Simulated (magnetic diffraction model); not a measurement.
# Ho2CuSe4 below its ordering temperature

Space group Fd-3m (no. 227, origin choice 1), a = 11.4990 Å.

```
site  atom       x       y       z
 16d    Ho     1/8     5/8     1/8
 32e    Se  0.3710  0.8710  0.3710
  8a    Cu     1/2       0     1/2
```

This is a made-up structure (elements placed in a structure type, unrelaxed), so the numbers test the method and describe no known phase.

Only Ho and Cu are taken to order (form factors of Ho3+ and Cu2+); orders and moment sizes are assumed, and not adapted to the symmetry. Radiation: neutrons of λ = 1.594 Å, 3° to 60°; isotropic B of 0.32 Å² (Ho), 0.33 Å² (Se) and 0.32 Å² (Cu). Simulated constant-wavelength pattern: nuclear and magnetic terms add, the magnetic one as |2.695 fm × Σ f S⊥ exp(2πi Q·r) exp(−B s²)|², summed over all Q at one angle with the factor 1/(sin²θ cos θ). For a modulated order the moment at position r is S exp(−2πi k·r) + c.c., with S = m/2 for a sine wave of amplitude m and S = m(u + iv)/2 for moments turning in a plane, u and v being orthogonal unit vectors in it; the phase factor of the sum at Q = H + k is then exp(2πi H·r). Free-ion form factors, Sears's scattering lengths of 1992, no absorption; a label names one of the reflections at its angle. The strongest nuclear line in the range is 100, and lines under 0.2 are left out.

Above the ordering temperature:

```tsv
2θ (°)	index	I
13.79	(1 1 1)	3.1
22.61	(2 2 0)	7.7
26.58	(3 1 1)	31.5
27.79	(2 2 2)	14.0
32.19	(4 0 0)	51.1
39.70	(4 2 2)	5.0
42.22	(5 1 1)	22.9
46.17	(4 4 0)	100.0
48.41	(5 3 1)	1.7
52.00	(6 2 0)	3.0
54.06	(5 3 3)	8.5
54.74	(6 2 2)	11.5
57.40	(4 4 4)	23.6
59.34	(5 5 1)	2.0
```

Below it (cell unchanged):

```
2θ (°)      I
 12.93   10.7
 13.79    3.1
 14.77    6.2
 22.61    7.7
 25.11    1.0
 26.13    8.8
 26.58   31.5
 26.87   10.4
 27.12    7.5
 27.79   14.0
 28.07    0.7
 28.76    7.8
 32.19   51.1
 32.23    8.3
 34.05    1.9
 34.82    1.6
 35.59    1.4
 36.34    1.5
 39.70    5.0
 41.26    1.1
 41.92    2.9
 42.22   22.9
 42.58    2.7
 43.23    0.9
 44.97    2.5
 46.17  100.0
 46.20    4.4
 46.96    0.5
 47.41    2.0
 47.56    1.2
 48.15    1.4
 48.41    1.7
 48.74    1.4
 49.32    1.0
 49.90    0.4
 52.00    3.0
```
(The table stops after 36 lines; 16 more lie at higher angle.)

**Question.** Check that the new lines index with k = (0 0 1/5), then choose among these models:
A. moments turning in the plane of [010] and [001], 6.3 μB on Ho and 0.94 μB on Cu; signs + at (1/8, 5/8, 1/8), + at (3/8, 7/8, 1/8), + at (3/8, 5/8, 3/8), + at (1/8, 7/8, 3/8), + at (1/2, 0, 1/2), + at (1/4, 1/4, 1/4)
B. moments turning in the plane of [001] and [100], 6.3 μB on Ho and 0.94 μB on Cu; signs + at (1/8, 5/8, 1/8), + at (3/8, 7/8, 1/8), + at (3/8, 5/8, 3/8), + at (1/8, 7/8, 3/8), + at (1/2, 0, 1/2), + at (1/4, 1/4, 1/4)
C. moments turning in the plane of [100] and [010], 6.3 μB on Ho and 0.94 μB on Cu; signs + at (1/8, 5/8, 1/8), + at (3/8, 7/8, 1/8), + at (3/8, 5/8, 3/8), + at (1/8, 7/8, 3/8), + at (1/2, 0, 1/2), + at (1/4, 1/4, 1/4)
D. a sine wave with moments along [001] (amplitudes given), 6.3 μB on Ho and 0.94 μB on Cu; signs + at (1/8, 5/8, 1/8), + at (3/8, 7/8, 1/8), + at (3/8, 5/8, 3/8), + at (1/8, 7/8, 3/8), + at (1/2, 0, 1/2), + at (1/4, 1/4, 1/4)

The new lines index as (1 1 4/5) at 12.93°, (1 1 6/5) at 14.77°, (1 1 14/5) at 25.11° and (3 1 4/5) at 26.13°, that is as H ± k with k = (0 0 1/5), one of 3 inequivalent arms of its star (k and −k counted as one), which a powder can't tell apart. Satellites come in pairs about each point of the reciprocal lattice.

Magnetic intensity, observed (below minus above) and for each model:

| 2θ (°) | index | observed | A | B | C | D |
| --- | --- | --- | --- | --- | --- | --- |
| 12.93 | (1 1 4/5) | 10.7 | 19.4 | 19.4 | 17.5 | 10.7 |
| 14.77 | (1 1 6/5) | 6.2 | 13.8 | 13.8 | 15.2 | 6.2 |
| 25.11 | (1 1 14/5) | 1.0 | 5.7 | 5.7 | 9.2 | 1.0 |
| 26.13 | (3 1 4/5) | 8.8 | 13.8 | 13.8 | 10.0 | 8.8 |
| 26.87 | (2 2 9/5) | 10.4 | 19.8 | 19.8 | 18.8 | 10.4 |
| 28.07 | (1 1 16/5) | 0.7 | 4.3 | 4.3 | 7.3 | 0.7 |
| 28.76 | (2 2 11/5) | 7.8 | 16.4 | 16.4 | 17.2 | 7.8 |
| 56.37 | (4 4 19/5) | 1.8 | 5.2 | 5.2 | 6.9 | 1.8 |

Model D matches.

The structure used: k = (0 0 1/5), a sine wave with moments along [001] (amplitudes given), 6.3 μB on Ho and 0.94 μB on Cu; signs + at (1/8, 5/8, 1/8), + at (3/8, 7/8, 1/8), + at (3/8, 5/8, 3/8), + at (1/8, 7/8, 3/8), + at (1/2, 0, 1/2), + at (1/4, 1/4, 1/4).

[Logs are printed without paths, hosts, clocks, repeated set-up lines and the standing remarks that a program may print on its own settings, such as how far it seeks lower states.]
